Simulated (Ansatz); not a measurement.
# Moving the knobs of a GW run on Bi2Te2Pb2S3 (P-3m1)

A base run on Bi2Te2Pb2S3 (P-3m1), then changed inputs.

Calculated with Ansatz 0.2.0; G0W0 on PBE, plane waves, PAW.

**1. Starting point**

It takes space group P-3m1 (No. 164, trigonal). The conventional cell has a = 4.258 Å, b = 4.258 Å, c = 16.943 Å, α = 90.00°, β = 90.00°, γ = 120.00°. Nearest to Bi lie 3 S at 3.02 Å and 3 Te at 3.04 Å. Nearest to Te lie 3 Bi at 3.04 Å. Nearest to Pb lie 6 S at 2.99 to 3.00 Å. S has 3 Pb at 2.99 Å and 3 Bi at 3.02 Å nearest. Nearest to S lie 6 Pb at 3.00 Å. Farther neighbours and most contacts between anions are not listed.

The cell and positions come from the Crystallography Open Database and are kept as given unless a step says otherwise. Spin-orbit coupling is left out unless a step names it. The default PAW set here is soft_2. Its files were made with PBE.

**2. The base run: 6×6×1 mesh, 369 empty bands, screening to 72 eV**

G0W0 replaces the xc potential by the self-energy, built once from these orbitals. Only a window of levels is corrected, while the sums run over the empty bands that the input names.

Input file input.yaml:

```yaml
crystal:
  lattice:
    - [4.25788, 0.0, 0.0]
    - [-2.12894, 3.6874322463, 0.0]
    - [0.0, 0.0, 16.9431]
  atoms:
    - { symbol: Bi, position: [0.0, 0.0, 0.19477] }
    - { symbol: Bi, position: [0.0, 0.0, 0.80523] }
    - { symbol: Te, position: [0.3333333333, 0.6666666667, 0.9106] }
    - { symbol: Te, position: [0.6666666667, 0.3333333333, 0.0894] }
    - { symbol: Pb, position: [0.3333333333, 0.6666666667, 0.60123] }
    - { symbol: Pb, position: [0.6666666667, 0.3333333333, 0.39877] }
    - { symbol: S, position: [0.3333333333, 0.6666666667, 0.29817] }
    - { symbol: S, position: [0.6666666667, 0.3333333333, 0.70183] }
    - { symbol: S, position: [0.0, 0.0, 0.5] }
kpoints:
  mp_grid: { grid: [6, 6, 1] }
hamiltonian:
  xc: pbe
scf:
  occupations: { method: fixed }
gw:
  n_empty_bands: 369
  ecut_chi: 72
  qp_bands: [v3, c3]
  qp_kpoints: band_edges
  screening: { model: contour_deformation }
```

Started as:

```bash
$ ansatz run input.yaml --threads 3 --pin off --max-ram 64512MiB --backend cuda --events-out ev --progress --plain --runs-dir out --devices 1 --max-vram 24GiB  # rebuilt from the run's record
```

Numbers of over 12 decimals in the logs are rounded to 6 here.

What it wrote:

```text
GPUs: using 1 of 1 available (devices: 1).
Engine: ansatz 0.2.0, x86_64-unknown-linux-gnu
Pseudopotentials: kind: paw
Pseudopotential: Bi, paw, valence charge 15, recommended cutoff 420 eV (normal), Bi.paw.azcp
Pseudopotential: Te, paw, valence charge 16, recommended cutoff 420 eV (normal), Te.paw.azcp
Pseudopotential: Pb, paw, valence charge 14, recommended cutoff 420 eV (normal), Pb.paw.azcp
Pseudopotential: S, paw, valence charge 6, recommended cutoff 420 eV (normal), S.paw.azcp
Functional definition: PBE
  parameter kappa = 0.804
  parameter beta = 0.066725
  exchange = pbe_x(kappa = kappa, mu = beta*pi^2/3)
  correlation = pbe_c(beta = beta)
device memory: the entry about to start is reckoned to put 4.3 GiB on a device that reports 74.5 GiB free (of which the cap on the GPU budget leaves the run 24.0 GiB)
GPU FFT provider: cuFFT
GPU libraries: cuBLAS 13.8.2, cuFFT 12.4.0, cuSOLVER 12.3.4
Crystal: 9 atoms, lattice volume = 266.018 Å³
Basis set: ecut = 420 eV, 5175 PW (Γ)
Bands: 65, of which v1, the nominal top of the filled ones, is band 54 counted from 1 (53 counted from 0)
Symmetry: 12 space group operations
Space group: P-3m1 (ITA 164), of the structure as read, at distance tolerance 6.4e-5 Å
k-points: 7 of 36
Non-local potential: Bi, projectors of the file, l = 0: 2, l = 1: 2, l = 2: 2, l = 3: 2
Non-local potential: Te, projectors of the file, l = 0: 2, l = 1: 2, l = 2: 2, l = 3: 2
Non-local potential: Pb, projectors of the file, l = 0: 2, l = 1: 2, l = 2: 2, l = 3: 2
Non-local potential: S, projectors of the file, l = 0: 2, l = 1: 2, l = 2: 2
PAW form: soft (Blöchl's): semilocal exchange-correlation on the pseudo side does not see the compensation charge
PAW one-centre angular grid: Bi, 590 points (default); XC on 64 Gauss nodes
PAW one-centre angular grid: Te, 590 points (default); XC on 64 Gauss nodes
PAW one-centre angular grid: Pb, 590 points (default); XC on 64 Gauss nodes
PAW one-centre angular grid: S, 110 points (default); XC on 64 Gauss nodes
Initial density: superposition of atomic densities (neutral atoms: chi_scale 0, normalization atom), corrected by the library's trained network
Initial wavefunctions: pseudopotential atomic-orbital guess
GPU buffer pool allocated for 108000 grid points (all kernels)
GPU transforms: local potential and band sums: pruned to the plane-wave sphere, on 30×30×120
Functional: x = pbe(κ = 0.804, μ = 0.219515), c = pbe(β = 0.066725)
SCF iter   1: F=—  HF=-65275.660896 eV  |F-HF|=—  |Δ(HF+E_count)|=         —  Δρ=1.05e-3  dr2=5.82e-3  ethr=1.77e-3  ⟨swp⟩=5.1  Hψ=1587  notcnv=0  defer=60
preconditioner: auto → Resta (q_TF=auto, 2.348 Å⁻¹)  ε∞=3.6  [insulator: Δε(μ)=0.380 eV  Ē_g=11.620 eV  n_scr=66 (ndim 8)  ℏωp=18.8 eV  f_vac=0.010  ε∞_Penn≈3.6]
[...]
E_xc         = -1285.507874
  E_vxc        = -1024.906881  (∫ρ·V_xc dr)
  E_paw        = -53256.905819  (= ΣΔE_a)
  E_vpaw       = -2006.892895  (= ΣTr[D̂ρ^β])
  E_aug_tail   = -0.001145  (compensation charges beyond the density's cutoff)
  E_ewald      = -9023.170577
  E_smearing   = -0.000000  (= −TS)
  E_closure    = 0.000000  (closes the sum)
  Σ components = -65275.659028   (vs F -65275.659028, Δ=0.00e0)
--- Band table (eV; the first three rows and the last of 7) ---
  k-point 0: bands = [... 50 lower, 7.4507, 7.4908, 7.4908, 8.3086, 8.6886, 9.5979, 9.7856, 9.7856, ... 7 higher]
  k-point 1: bands = [... 50 lower, 7.3179, 7.3692, 7.4101, 7.9640, 9.4458, 9.8325, 10.1980, 10.4182, ... 7 higher]
  k-point 2: bands = [... 50 lower, 6.8480, 7.0680, 7.3098, 7.7740, 9.4878, 9.9610, 10.4055, 10.8464, ... 7 higher]
  k-point 6: bands = [... 50 lower, 6.5203, 7.4953, 7.5064, 7.5064, 9.9863, 9.9863, 10.3304, 11.5509, ... 7 higher]
--- G₀W₀: contour deformation, 8 samples at zero and on the imaginary axis and 1 off it, 36 q-points, 369 empty bands' worth ---
  eigenvalues of the whole cell's RPA ε∞ on this k-mesh (on a slab, of 1 + 4πα/V) = 19.0246, 19.0246, 27.8504; static W/v taken at q = 0 is 0.043456
  bands read: the sum over 423 bands ends inside a degenerate multiplet in 2 slots, whose members it reads at an even weight; the widest, k=0: bands 423 to 424 (counted from 1) at 1/2 each
  gw.qp_kpoints: band_edges: 6 of 7 stored k-points solved, in 1 pass; an edge of the gap read off the rows below is read off those points alone
    valence top: of the k-points left out ik 5 came nearest to being solved in a further pass, in band 54 (counted from 1, as in the quasiparticle table): it holds the edge there only if its correction is more favourable than any solved in that band by at least 0.735 eV; those differ by 0.046 eV
    conduction bottom: of the k-points left out ik 5 came nearest to being solved in a further pass, in band 55 (counted from 1, as in the quasiparticle table): it holds the edge there only if its correction is more favourable than any solved in that band by at least 1.065 eV; those differ by 0.074 eV
    ik  band        ε_KS         Σx   Σc(E_QP)       V_xc       Z   E_QP_lin       E_QP  E_QP is
     0    52      7.4908   -15.6213     1.3423   -14.0906  0.7291     7.2987     7.3023  root
     0    53      7.4908   -15.6213     1.3423   -14.0906  0.7291     7.2987     7.3023  root
     0    54      8.3086   -15.9390     0.8054   -15.0730  0.7382     8.2478     8.2479  root
     0    55      8.6886    -8.7686    -3.0436   -11.9169  0.7611     8.7940     8.7933  root
     0    56      9.5979   -10.0533    -2.9968   -13.2127  0.7480     9.7628     9.7604  root
     0    57      9.7856    -9.5870    -3.0761   -12.8509  0.7491     9.9769     9.9733  root
     1    52      7.3692   -15.9411     1.5374   -14.2267  0.7238     7.1890     7.1921  root
     1    53      7.4101   -16.0578     1.5218   -14.4100  0.7218     7.2828     7.2841  root
[...]
6    54      7.5064   -16.8616     1.6902   -15.0643  0.7204     7.3984     7.3993  root
     6    55      9.9863    -9.0796    -3.3207   -12.5793  0.7483    10.1685    10.1652  root
     6    56      9.9863    -9.0796    -3.3207   -12.5793  0.7483    10.1685    10.1652  root
     6    57     10.3304    -8.7990    -3.4598   -12.4537  0.7478    10.5295    10.5253  root
[key lines of the parts left out:]
SCF converged after 8 iterations
Free energy (F): -65275.659028 eV
Fermi energy:    8.308601 eV
```

Wall time 9.5 s (1 × NVIDIA H100 80GB HBM3 (shared by 3 runs) with 3 threads of AMD EPYC 7R13 (Zen 3), shared host); peak memory 1.7 GiB.

Numbers from this step:

| Item | Value |
| --- | --- |
| bands summed | 423 |
| RPA ε∞ on this mesh (eigenvalues) | 19.02, 19.02, 27.85 |
| plane waves in the screening matrix | 341 |
| q-points in the mesh | 36 |
| G0W0 gap on the mesh | 0.5453 eV |
| k of the valence top | 0, 0, 0 |
| k of the conduction bottom | 0, 0, 0 |
| starting gap on the mesh | 0.3800 eV |
| Z at the valence top | 0.7382 |
| Z at the conduction bottom | 0.7611 |
| least direct G0W0 gap on the computed points | 0.5453 eV |

The gap on the mesh goes from 0.38 eV to 0.55 eV, a correction of +0.17 eV. Between the two edge states, bare exchange in place of the xc potential would open the gap by 4.01 eV, and correlation takes back 3.85 eV.

**3. Variant: wavefunction cutoff**

input.yaml, as its differences from that of step 2:

```diff
@@ -22,4 +22,4 @@
 gw:
-  n_empty_bands: 369
-  ecut_chi: 72
+  n_empty_bands: 604
+  ecut_chi: 100
   qp_bands: [v3, c3]
@@ -27 +27,3 @@
   screening: { model: contour_deformation }
+basis:
+  ecutwfc: 700
```

What it wrote:

```text
GPUs: using 1 of 1 available (devices: 1).
[...]
GPU FFT provider: cuFFT
GPU libraries: cuBLAS 13.8.2, cuFFT 12.4.0, cuSOLVER 12.3.4
Crystal: 9 atoms, lattice volume = 266.018 Å³
Basis set: ecut = 700 eV, 11131 PW (Γ)
Bands: 65, of which v1, the nominal top of the filled ones, is band 54 counted from 1 (53 counted from 0)
[... 1 set-up line as in the run before ...]
[...]
k-points: 7 of 36
[...]
GPU buffer pool allocated for 240000 grid points (all kernels)
[...]
SCF iter   1: F=—  HF=-65275.668874 eV  |F-HF|=—  |Δ(HF+E_count)|=         —  Δρ=1.06e-3  dr2=5.85e-3  ethr=1.77e-3  ⟨swp⟩=5.1  Hψ=1581  notcnv=0  defer=62
[...]
SCF iter   8: F=-65275.666437 eV  HF=-65275.666437 eV  |F-HF|=9.43e-9  |Δ(HF+E_count)|=   2.88e-7  Δρ=2.18e-6  dr2=3.53e-8  ethr=9.26e-11  ⟨swp⟩=12.1  Hψ=2096  notcnv=0
SCF 1 converged in 8 iterations: F = -65275.666437 eV  dr2 = 3.53e-8
[...]
NSCF: frozen V_eff on 7 k-points
[...]
G₀W₀ screening: q 1/7
[... further progress lines ...]
[...]
SCF converged after 8 iterations
Free energy (F): -65275.666437 eV
[...]
Internal energy: -65275.666437 eV  (E = F + TS)
E sigma→0 (E₀):  -65275.666437 eV
Fermi energy:    8.308490 eV
[...]
--- Band table (eV; the first three rows and the last of 7) ---
  k-point 0: bands = [... 50 lower, 7.4505, 7.4906, 7.4906, 8.3085, 8.6885, 9.5977, 9.7855, 9.7855, ... 7 higher]
  k-point 1: bands = [... 50 lower, 7.3178, 7.3691, 7.4100, 7.9638, 9.4457, 9.8324, 10.1979, 10.4181, ... 7 higher]
[...]
0    53      7.4906   -15.6205     1.2038   -14.0897  0.7278     7.1344     7.1636  root ?
     0    54      8.3085   -15.9390     0.6341   -15.0729  0.7364     8.0698     8.0765  root
     0    55      8.6885    -8.7677    -3.1706   -11.9160  0.7601     8.6662     8.6661  root
     0    56      9.5977   -10.0523    -3.1453   -13.2116  0.7467     9.6117     9.6117  root
     0    57      9.7855    -9.5854    -3.2207   -12.8492  0.7481     9.8287     9.8286  root
     1    52      7.3691   -15.9404     1.3970   -14.2260  0.7223     7.0272     7.0516  root ?
     1    53      7.4100   -16.0573     1.3720   -14.4096  0.7201     7.1215     7.1342  root ?
     1    54      7.9638   -16.2115     0.9860   -14.9810  0.7287     7.7113     7.7194  root
     1    55      9.4457    -9.1569    -3.2925   -12.4669  0.7529     9.4632     9.4632  root
     1    56      9.8324    -9.9569    -3.2248   -13.2120  0.7432     9.8626     9.8626  root
     1    57     10.1979    -9.7638    -3.3973   -13.2286  0.7421    10.2657    10.2654  root
     2    52      7.0679   -16.0193     1.6163   -14.0841  0.7157     6.7239     6.7490  root ?
[...]
3    52      6.8732   -15.7676     1.6318   -13.8095  0.7145     6.5178     6.5469  root ?
     3    53      7.1506   -14.9977     1.0863   -13.6208  0.7258     6.8441     6.8600  root ?
[...]
4    52      7.1965   -16.6084     1.7680   -14.5509  0.7115     6.8916     6.9070  root ?
     4    53      7.6728   -16.1402     1.1913   -14.6734  0.7255     7.3848     7.3973  root ?
[...]
6    54      7.5063   -16.8616     1.5343   -15.0642  0.7183     7.2326     7.2432  root
     6    55      9.9862    -9.0781    -3.4586   -12.5778  0.7473    10.0274    10.0273  root
     6    56      9.9862    -9.0781    -3.4586   -12.5778  0.7473    10.0274    10.0273  root
     6    57     10.3303    -8.7976    -3.5951   -12.4523  0.7469    10.3901    10.3899  root
```

Wall time 24 s (1 × NVIDIA H100 80GB HBM3 (shared by 3 runs) with 3 threads); peak memory 2.8 GiB.

The G0W0 gap on the mesh is 0.590 eV.

Against the base:

```tsv
setting	base	variant
empty bands	369	604
screening cutoff (eV)	72	100
typed cutoff	-	700
```

```tsv
quantity	variant	base
starting gap on the mesh	0.380	0.380
G0W0 gap on the mesh	0.590	0.545
least direct G0W0 gap on the computed points	0.590	0.545
Z at the valence top	0.736	0.738
Z at the conduction bottom	0.760	0.761
```

**4. Variant: coarser q mesh**

input.yaml, as its differences from that of step 3:

```diff
@@ -27,3 +27,2 @@
   screening: { model: contour_deformation }
-basis:
-  ecutwfc: 700
+  q_mesh: [3, 3, 1]
```

What it wrote:

```text
GPUs: using 1 of 1 available (devices: 1).
[...]
GPU FFT provider: cuFFT
GPU libraries: cuBLAS 13.8.2, cuFFT 12.4.0, cuSOLVER 12.3.4
Crystal: 9 atoms, lattice volume = 266.018 Å³
Basis set: ecut = 420 eV, 5175 PW (Γ)
Bands: 65, of which v1, the nominal top of the filled ones, is band 54 counted from 1 (53 counted from 0)
[... 1 set-up line as in the run before ...]
[...]
k-points: 7 of 36
[...]
GPU buffer pool allocated for 108000 grid points (all kernels)
[...]
SCF iter   1: F=—  HF=-65275.660896 eV  |F-HF|=—  |Δ(HF+E_count)|=         —  Δρ=1.05e-3  dr2=5.82e-3  ethr=1.77e-3  ⟨swp⟩=5.1  Hψ=1587  notcnv=0  defer=60
[...]
SCF iter   8: F=-65275.659028 eV  HF=-65275.659028 eV  |F-HF|=7.28e-11  |Δ(HF+E_count)|=   2.77e-7  Δρ=1.89e-6  dr2=2.28e-8  ethr=9.26e-11  ⟨swp⟩=11.7  Hψ=2040  notcnv=0
SCF 1 converged in 8 iterations: F = -65275.659028 eV  dr2 = 2.28e-8
[...]
G₀W₀ screening: q 1/3
[... further progress lines ...]
[...]
SCF converged after 8 iterations
Free energy (F): -65275.659028 eV
[...]
Internal energy: -65275.659028 eV  (E = F + TS)
E sigma→0 (E₀):  -65275.659028 eV
Fermi energy:    8.308601 eV
[...]
--- Band table (eV; the first three rows and the last of 7) ---
  k-point 0: bands = [... 50 lower, 7.4507, 7.4908, 7.4908, 8.3086, 8.6886, 9.5979, 9.7856, 9.7856, ... 7 higher]
  k-point 1: bands = [... 50 lower, 7.3179, 7.3692, 7.4101, 7.9640, 9.4458, 9.8325, 10.1980, 10.4182, ... 7 higher]
  k-point 2: bands = [... 50 lower, 6.8480, 7.0680, 7.3098, 7.7740, 9.4878, 9.9610, 10.4055, 10.8464, ... 7 higher]
  k-point 6: bands = [... 50 lower, 6.5203, 7.4953, 7.5064, 7.5064, 9.9863, 9.9863, 10.3304, 11.5509, ... 7 higher]
[...]
0    52      7.4908   -15.9927     1.4573   -14.0906  0.7240     7.1090     7.0460  root
     0    53      7.4908   -15.9927     1.4573   -14.0906  0.7240     7.1090     7.0460  root
     0    54      8.3086   -16.1608     0.8560   -15.0730  0.7338     8.0704     8.0769  root
     0    55      8.6886    -8.5404    -3.4045   -11.9169  0.7557     8.6607     8.6606  root
     0    56      9.5979    -9.7842    -3.4106   -13.2127  0.7407     9.6158     9.6157  root
     0    57      9.7856    -9.3252    -3.4785   -12.8509  0.7442     9.8328     9.8326  root
     1    52      7.3692   -16.2118     1.5562   -14.2267  0.7199     7.0121     6.9403  root ?
     1    53      7.4101   -16.1988     1.5083   -14.4100  0.7197     7.1159     7.1295  root ?
     1    54      7.9640   -16.3778     1.1514   -14.9812  0.7276     7.7109     7.7188  root
     1    55      9.4458    -8.9868    -3.4687   -12.4681  0.7503     9.4583     9.4583  root
[...]
2    52      7.0680   -16.2456     1.7314   -14.0846  0.7139     6.7088     6.6385  root ?
     2    53      7.3098   -15.8187     1.3029   -14.2445  0.7248     7.0265     7.0384  root ?
[...]
3    53      7.1507   -15.0748     1.1615   -13.6211  0.7259     6.8420     6.8585  root ?
[...]
4    52      7.1966   -16.6849     1.8435   -14.5511  0.7117     6.8907     6.9064  root ?
     4    53      7.6729   -16.3530     1.3976   -14.6738  0.7241     7.3776     7.3913  root ?
[...]
6    54      7.5064   -16.9479     1.6210   -15.0643  0.7182     7.2335     7.2438  root
     6    55      9.9863    -8.9740    -3.5699   -12.5793  0.7468    10.0217    10.0216  root
     6    56      9.9863    -8.9740    -3.5699   -12.5793  0.7468    10.0217    10.0216  root
     6    57     10.3304    -8.7341    -3.6663   -12.4537  0.7469    10.3838    10.3837  root
```

Run time: 7.3 s. Hardware: 1 × NVIDIA H100 80GB HBM3 (shared by 3 runs) with 3 threads; peak memory 1.9 GiB; 12 s of CPU time.

Against the base:

```tsv
setting	base	variant
empty bands	369	604
screening cutoff (eV)	72	100
q mesh	-	[3, 3, 1]
```

```tsv
quantity	variant	base
starting gap on the mesh	0.380	0.380
G0W0 gap on the mesh	0.584	0.545
least direct G0W0 gap on the computed points	0.584	0.545
Z at the valence top	0.734	0.738
Z at the conduction bottom	0.756	0.761
```

**5. What came out**

- base: 0.55 eV, 9.5 s
- wavefunction cutoff: 0.59 eV, 24 s
- coarser q mesh: 0.58 eV, 7.3 s

Wavefunction cutoff: the gap moves by +0.04 eV and the time by a factor of 2.6 (the plane-wave cutoff goes from 420 to 700 eV). The variant differs from the base in empty bands, screening cutoff and typed cutoff together, so the change can't be laid to one of them. Coarser q mesh: the gap moves by +0.04 eV; such settings are too crude to quote. The variant differs from the base in empty bands, screening cutoff and q mesh together, so the change can't be laid to one of them. All runs here use a coarse mesh and modest cutoffs; they test settings and are not final values. The 6×6×1 mesh is coarse for this cell (its supercell is 17 Å along the shortest edge). The RPA ε∞ on it, from the PBE start, is 19.02 and 27.85; such meshes misread the long-range screening, most where the gap is narrow. Where an edge is built on 6p states of lead, bismuth or thallium, scalar-relativistic gaps usually stand too wide, by a few tenths to over one eV. With atoms this heavy and so narrow a gap, spin-orbit coupling can invert the bands. These scalar-relativistic gaps are then model values, not to be set against experiment, and a spin-orbit change taken from DFT can't simply be added.

[Paths, hosts, dates, memory and timing lines, banners, echoed tables and standing remarks are left out of the program output.]

[Logs are printed without paths, hosts, clocks, repeated set-up lines and the standing remarks that a program may print on its own settings, such as how far it seeks lower states.]

[Runs of the session that timed out or met a known fault of the program may be left out.]

[Cells called generated may have been cut or substituted from an entry of the Crystallography Open Database or the Materials Project.]

[Hosts, paths, dates, database ids (printed as entryN), source tags and the programs' standing remarks are cut or masked in the printed files.]
